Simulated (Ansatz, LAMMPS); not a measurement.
# Static equation of state of glassy 73SiO2-12SrO-7K2O-7P2O5 (mol %) (130 atoms)

Density of this cell: 2.60 g/cm³. The cell holds 130 atoms: 30 Si, 5 Sr, 6 K, 6 P and 83 O. Cell: a = 12.493 Å, b = 12.265 Å, c = 12.682 Å, α = 90.0°, β = 93.1°, γ = 92.8°. The starting structure: 130 atoms (30 Si, 5 Sr, 6 K, 6 P, 83 O) placed at random at 2.55 g/cm³, melted at 4000 K for 10 ps at fixed volume with the Morse and Coulomb pair potential with partial charges (Pedone, Malavasi, Menziani, Cormack and Segre, J. Phys. Chem. B 110, 11780 (2006)). Quenched from 4000 K to 300 K at 50 K/ps and fixed volume, held 10 ps at zero pressure, then minimised at fixed cell.

Calculated with Ansatz 0.2.0: Kohn-Sham DFT, PBE, PAW (set soft_2), plane waves; cutoff 420 eV, Γ point, fixed occupations. Cell and atoms were relaxed first, to V0 = 14.908 Å³ an atom at a residual P0 = 0.005 GPa. The cell was then scaled evenly, and the atoms were relaxed at each volume.

| volume (Å³/atom) | pressure (GPa) |
| --- | --- |
| 13.417 | 5.466 |
| 14.013 | ? |
| 14.461 | 1.410 |
| 15.355 | -1.163 |
| 15.802 | -2.181 |

**Question.** Fit the third-order Birch–Murnaghan equation to the rows given and interpolate to the withheld row.

Worked fit:

Take the Eulerian strain f = ½[(V0/V)^(2/3) − 1] and the normalised pressure F = (P − P0) / [3f(1 + 2f)^(5/2)]. The third-order Birch–Murnaghan equation is then the line F = B0 + (3/2)B0(B′ − 4) f, so u = f and v = F.

| u = f | v = F (GPa) |
| --- | --- |
| 0.0363830 | 41.9778 |
| 0.0102569 | 43.3947 |
| -0.00975644 | 41.9175 |
| -0.0190504 | 42.1461 |

With n = 4: mean u = 0.00445825, mean v = 42.3590, Σ(u − ū)² = 0.0018075, Σ(u − ū)(v − v̄) = 0.0051153. Slope b = 0.0051153 / 0.0018075 = 2.8300; intercept a = v̄ − b ū = 42.346.

So B0 = a = 42.3 GPa and B′ = 4 + 2b/(3a) = 4.04. At the withheld volume f = 0.02106, F = a + b f = 42.41 GPa, and P = P0 + 3f(1 + 2f)^(5/2) F.

Prediction at 14.013: 2.975 GPa. The run gave 2.979 GPa, so the fit is low by 0.0039 GPa (0.13 % of the value).

The series isn't one smooth equation of state: the count of bonds changes along the series and an atom moves over 0.5 Å in some relaxation. B0 and B′ are then only the numbers of this fit, not moduli of the material. Among the rows given, the largest miss of the fit is at 13.417, by 0.061 GPa (0.80 % of the range of the table).

Limits: Static cells at zero temperature; the cell shape is held. The program notes that the SCF threshold of these relaxations is loose for the stress. The quench rate of 50 K/ps is many orders above laboratory rates, so the cell is likely richer in defects and strain than a real sample. The network of bonds at the start is that of the classical potential that made the cell, and needn't be the one that DFT or experiment would give. Only the Γ point is sampled, in a cell whose shortest periodic width is 12 Å.

[Hosts, paths, dates, database ids (printed as entryN), source tags and the programs' standing remarks are cut or masked in the printed files.]
